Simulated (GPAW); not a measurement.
# How the form of the self-energy moves the gap of Cs2AgBiBr6 (Fm-3m), part 2 of 2

How much does the gap of Cs2AgBiBr6 (Fm-3m) depend on the approximation to the self-energy?

GPAW 26.7.0; LDA and many-body steps on it, plane waves. Known limits of the many-body steps: not at the basis limit; d shell near the gap, gap tends to lie low; no spin-orbit coupling; coarse k mesh.

So far. Step 2 (Empty states on the mesh, 2×2×2 mesh, 1202 bands): On this mesh the gap is 1.078 eV. Step 3 (G0W0, Godby-Needs plasmon pole): The gap on the mesh goes from 1.08 eV to 2.08 eV, a correction of +1.00 eV.

## 5. G0W0, extrapolated in the cutoff

This step: G0W0 on LDA, plane waves, PAW.

run.py reads:

```python
import json
import numpy as np
from gpaw.mpi import world
from gpaw.response.g0w0 import G0W0

gw = G0W0('full.gpw',
    filename='gw',
    kpts=[0, 1, 2],
    bands=(44, 48),
    ecut=130.0,
    integrate_gamma='WS',
    ppa=True,
    ecut_extrapolation=True)
gw.calculate()
res = {mode: {k: v for k, v in r.items() if k != 'sigma_eskwn'}
       for mode, r in gw.all_results.items()}

if world.rank == 0:
    with open('result.json', 'w') as f:
        json.dump(res, f, default=lambda x: x.tolist())
```

On the command line:

```console
mpirun -n 8 gpaw python run.py
```

Numbers of over 12 decimals in the logs are rounded to 6 here.

The log of the run:

```text
Using integrator: PointIntegrator
FrequencyGridDescriptor(from 0.000+0.000j to 0.000+27.211j eV, 2 points)
Nonperiodic BCs:  [False False False]
Using integrator: PointIntegrator
FrequencyGridDescriptor(from 0.000+0.000j to 0.000+27.211j eV, 2 points)
Nonperiodic BCs:  [False False False]
  ___  _ _ _
 |   || | | |
 | | || | | |
 |__ ||_____|
 |___|

BZ k-points: Symmetries present (total): 48

  [... matrices ...]
8 k-points: 2 x 2 x 2 Monkhorst-Pack grid + [1/4,1/4,1/4]
3 k-points in the irreducible part of the Brillouin zone
       k-points in crystal coordinates                weights
   0:     0.00000000    0.00000000    0.00000000          1/8
   1:     0.50000000    0.50000000    0.00000000          3/8
   2:     0.50000000    0.50000000    0.50000000          4/8

Distributing spins, k-points and bands (1 x 3 x 4) over 8 processes
Number of blocks: 1

Quasi particle states:
k-points (IBZ indices): [0, 1, 2]
Band range: (44, 48)
  [... matrices ...]
Computational parameters:
Extrapolating to infinite plane wave cut-off using points at:
  112.031 eV
  120.183 eV
  130.000 eV
Number of bands: 1192
Coulomb cutoff: None
Broadening: 0.1 eV

fxc modes: GW
Kernel: RPA
Using Godby-Needs plasmon-pole approximation:
  Fitting energy: i*E0, E0 = 1.000 Hartree
Summing all q:

Calculating screened Coulomb potential
No Coulomb truncation
FrequencyGridDescriptor(from 0.000+0.000j to 0.000+27.211j eV, 2 points)
Removing empty qpoint cache files...

Calculating chi0 body with:
    Ground state adapter containing:
    Number of spins: 1
    Number of kpoints: 8
    Number of irreducible kpoints: 3
    Number of completely occupied states: 46
    Number of partially occupied states: 46
    Occupied states memory: 44.921875 M / cpu

    Linear response parametrization:
[...]
Integral kind: response function
Integrating chi0 head and wings.

Symmetries of q_c:
    Direct symmetries (Uq -> q): 48
    Indirect symmetries (TUq -> q): 0
In total 48 allowed symmetries.

  [... matrices ...]
3 groups of equivalent kpoints. 62.5% reduction.

Integral kind: response function wings

Calculating chi0 body with:
    Ground state adapter containing:
    Number of spins: 1
    Number of kpoints: 8
    Number of irreducible kpoints: 3
    Number of completely occupied states: 46
    Number of partially occupied states: 46
    Occupied states memory: 44.921875 M / cpu

    Linear response parametrization:
[... the further q-points ...]
Extrapolating selfenergy to infinite energy cutoff:
  Performing linear fit to 3 points
  Warning: Bad quality of linear fit for some (n,k).
           Higher cutoff might be necessary.
  Minimum R^2 = 0.1012. (R^2 Should be close to 1)
  [... matrices ...]
Results:
f:      Occupation numbers
eps:     KS-eigenvalues [eV]
vxc:     KS vxc [eV]
exx:     Exact exchange [eV]
sigma:   Self-energies [eV]
dsigma:  Self-energy derivatives
Z:       Renormalization factors
qp:      QP-energies [eV]

k-point 0 (0): (0.000, 0.000, 0.000)                GW
band       f     eps     vxc     exx   sigma  dsigma       Z      qp
                                                                   GW
  44   1.000   1.848 -22.808 -26.454   2.863  -0.292   0.774   1.242
  45   1.000   1.848 -22.808 -26.454   2.863  -0.292   0.774   1.242
  46   0.000   4.689 -13.737  -9.546  -3.444  -0.249   0.801   5.288
[...]
k-point 1 (1): (0.500, 0.500, 0.000)                GW
band       f     eps     vxc     exx   sigma  dsigma       Z      qp
                                                                   GW
[...]
k-point 2 (2): (0.500, 0.500, 0.500)                GW
band       f     eps     vxc     exx   sigma  dsigma       Z      qp
                                                                   GW
[...]
46   0.000   3.623 -14.226 -10.043  -3.426  -0.233   0.811   4.238
  47   0.000   6.155 -16.989 -12.667  -3.462  -0.212   0.825   6.864
```

It took 39 min on 8 MPI ranks of Arm Neoverse V1, shared host; peak memory 20 GiB.

Numbers from this step:

- quasiparticle gap on the points computed: 2.177 eV
- least direct quasiparticle gap on the computed points: 3.794 eV
- Z at the valence top: 0.7865
- Z at the conduction bottom: 0.8114
- starting gap on the mesh: 1.078 eV
- k of the valence top: 0.5, 0.5, 0
- k of the conduction bottom: 0.5, 0.5, 0.5
- gaps at the cutoffs of the extrapolation: 2.100, 2.107, 2.115 eV

Against G0W0 in GPAW (2×2×2 mesh, 554 bands, screening to 78 eV, Godby-Needs plasmon pole), the gap moves by +0.094 eV.

## 6. One-shot Hartree-Fock

This step: one-shot Hartree-Fock levels on LDA orbitals, plane waves, PAW.

run.py reads:

```python
import json
import numpy as np
from gpaw.mpi import world
from gpaw.hybrids.eigenvalues import non_self_consistent_eigenvalues

dft, vxc, vxc_hyb = non_self_consistent_eigenvalues('full.gpw', 'EXX', 44, 48, kpt_indices=[0, 1, 2])
res = {'dft': dft[0], 'hybrid': (dft - vxc + vxc_hyb)[0]}
if world.rank == 0:
    with open('hybrid.txt', 'w') as f:
        for k, e0, e1 in zip([0, 1, 2], res['dft'], res['hybrid']):
            print(k, ' '.join(f'{x:9.4f}' for x in e0), '|', ' '.join(f'{x:9.4f}' for x in e1), file=f)

if world.rank == 0:
    with open('result.json', 'w') as f:
        json.dump(res, f, default=lambda x: x.tolist())
```

On the command line:

```console
mpirun -n 8 gpaw python run.py
```

The log of the run:

```text
IBZ(<points: 3, symmetries: 48>)
Occupied bands: 46
Transforming wave functions from IBZ to BZ: 0.059 seconds
Distributing wave functions and iFFT-ing to real space: 0.085 seconds
Calculating eigenvalues:
  k-points: 3
  Bands: 44-47 (inclusive)
  Seconds: 1.670 (wave-function broadcasting: 0.057 seconds)
HSE06-eigenvalue shifts:
  min: -3.739 eV
  ave: 0.381 eV
  max: 4.328 eV
```

Run time: 5.4 s. Hardware: 8 MPI ranks; peak memory 2 GiB.

Numbers from this step:

```yaml
starting_gap_on_the_mesh: 1.078 eV
hybrid_gap_on_the_mesh: 7.801 eV
least_direct_hybrid_gap_on_the_computed_points: 9.548 eV
```

## 7. G0W0, full frequency, Hilbert transform

This step: G0W0 on LDA, plane waves, PAW.

run.py reads:

```python
import json
import numpy as np
from gpaw.mpi import world
from gpaw.response.g0w0 import G0W0

gw = G0W0('full.gpw',
    filename='gw',
    kpts=[0, 1, 2],
    bands=(44, 48),
    ecut=78,
    nbands=554,
    integrate_gamma='WS',
    frequencies={'type': 'nonlinear', 'domega0': 0.1, 'omega2': 15.0},
    eta=0.1,
    nblocksmax=True)
gw.calculate()
res = {mode: {k: v for k, v in r.items() if k != 'sigma_eskwn'}
       for mode, r in gw.all_results.items()}

if world.rank == 0:
    with open('result.json', 'w') as f:
        json.dump(res, f, default=lambda x: x.tolist())
```

On the command line:

```console
mpirun -n 8 gpaw python run.py
```

The log of the run:

```text
Using integrator: PointIntegrator
NonLinearFrequencyDescriptor(from 0.000 to 125.424 eV, 282 points)
Nonperiodic BCs:  [False False False]
Using integrator: PointIntegrator
NonLinearFrequencyDescriptor(from 0.000 to 125.424 eV, 282 points)
Nonperiodic BCs:  [False False False]
  ___  _ _ _
 |   || | | |
 | | || | | |
 |__ ||_____|
 |___|

BZ k-points: Symmetries present (total): 48

  [... matrices ...]
8 k-points: 2 x 2 x 2 Monkhorst-Pack grid + [1/4,1/4,1/4]
3 k-points in the irreducible part of the Brillouin zone
       k-points in crystal coordinates                weights
[...]
46   0.000   4.689 -13.737  -9.546  -3.050  -0.265   0.791   5.591
[...]
k-point 1 (1): (0.500, 0.500, 0.000)                GW
band       f     eps     vxc     exx   sigma  dsigma       Z      qp
                                                                   GW
[...]
k-point 2 (2): (0.500, 0.500, 0.500)                GW
band       f     eps     vxc     exx   sigma  dsigma       Z      qp
                                                                   GW
[...]
46   0.000   3.623 -14.226 -10.043  -3.006  -0.293   0.773   4.533
  47   0.000   6.155 -16.989 -12.667  -2.990  -0.221   0.819   7.246
```

The job ended after 11 min (8 MPI ranks; peak memory 10 GiB; 87 min of CPU time).

This step gave:

| Quantity | Value |
| --- | --- |
| G0W0 gap on the points computed | 2.079 eV |
| least direct G0W0 gap on the computed points | 3.701 eV |
| starting gap on the mesh | 1.078 eV |
| k of the valence top | 0.5, 0.5, 0 |
| k of the conduction bottom | 0.5, 0.5, 0.5 |

Against G0W0 in GPAW (2×2×2 mesh, 554 bands, screening to 78 eV, Godby-Needs plasmon pole), the gap moves by −0.003 eV.

## 8. Side by side

Times are wall times on 8 MPI ranks of Arm Neoverse V1, shared host, good to a factor of about two.

```csv
run,mesh,bands,screening cutoff (eV),DFT gap (eV),gap on the mesh (eV),direct (eV),time
"G0W0, Godby-Needs plasmon pole",2×2×2,554,78,1.078,2.083,3.721,3.8 min
one-shot HSE06,2×2×2,-,-,1.078,2.236,3.775,5.4 s
"G0W0, extrapolated in the cutoff",2×2×2,-,130,1.078,2.177,3.794,39 min
one-shot Hartree-Fock,2×2×2,-,-,1.078,7.801,9.548,5.4 s
"G0W0, full frequency, Hilbert transform",2×2×2,554,78,1.078,2.079,3.701,11 min
```

## 9. Outcome

| Item | Value |
| --- | --- |
| G0W0, Godby-Needs plasmon pole | 2.083 eV |
| one-shot HSE06 | 2.236 eV |
| G0W0, extrapolated in the cutoff | 2.177 eV |
| one-shot Hartree-Fock | 7.801 eV |
| G0W0, full frequency, Hilbert transform | 2.079 eV |
| known limits | not at the basis limit; d shell near the gap, gap tends to lie low; no spin-orbit coupling; coarse k mesh |

One-shot HSE06: +0.154 eV against G0W0, Godby-Needs plasmon pole. G0W0, extrapolated in the cutoff: +0.094 eV against G0W0, Godby-Needs plasmon pole, at other bands or cutoff, so not like for like. One-shot Hartree-Fock: +5.718 eV against G0W0, Godby-Needs plasmon pole. G0W0, full frequency, Hilbert transform: −0.003 eV against G0W0, Godby-Needs plasmon pole. Bare exchange alone opens the gap to 7.80 eV; against G0W0, correlation takes back 5.72 eV. One-shot hybrid levels are evaluated on the LDA orbitals. Bands and cutoff are finite, so the gap is not at the basis limit. The miss can reach some tenths of an eV and take either sign; the mesh is an error of its own. These stock PAW sets were not made for GW; the filled d or f shell of Br lies in the frozen core, which bears on start and correction. The program warns of a poor linear fit in the extrapolation of some level, so the extrapolated values are rough. The 2×2×2 mesh is coarse for this cell, which bears on the long-range parts of exchange and screening. Where an edge is built on 6p states of lead, bismuth or thallium, scalar-relativistic gaps usually stand too wide, by a few tenths to over one eV. A d shell, filled or nearly so, lies near the gap. One-shot GW converges very slowly in bands there, not always from below, and on a semilocal start the gap tends to come out low; starts rich in exact exchange can overshoot instead. The many-body steps are scalar-relativistic: spin-orbit coupling is not in them.

[Paths, hosts, dates, memory and timing lines, banners, echoed tables and standing remarks are left out of the program output.]

[Logs are printed without paths, hosts, clocks, repeated set-up lines and the standing remarks that a program may print on its own settings, such as how far it seeks lower states.]

[Runs of the session that timed out or met a known fault of the program may be left out.]

[Hosts, paths, dates, database ids (printed as entryN), source tags and the programs' standing remarks are cut or masked in the printed files.]
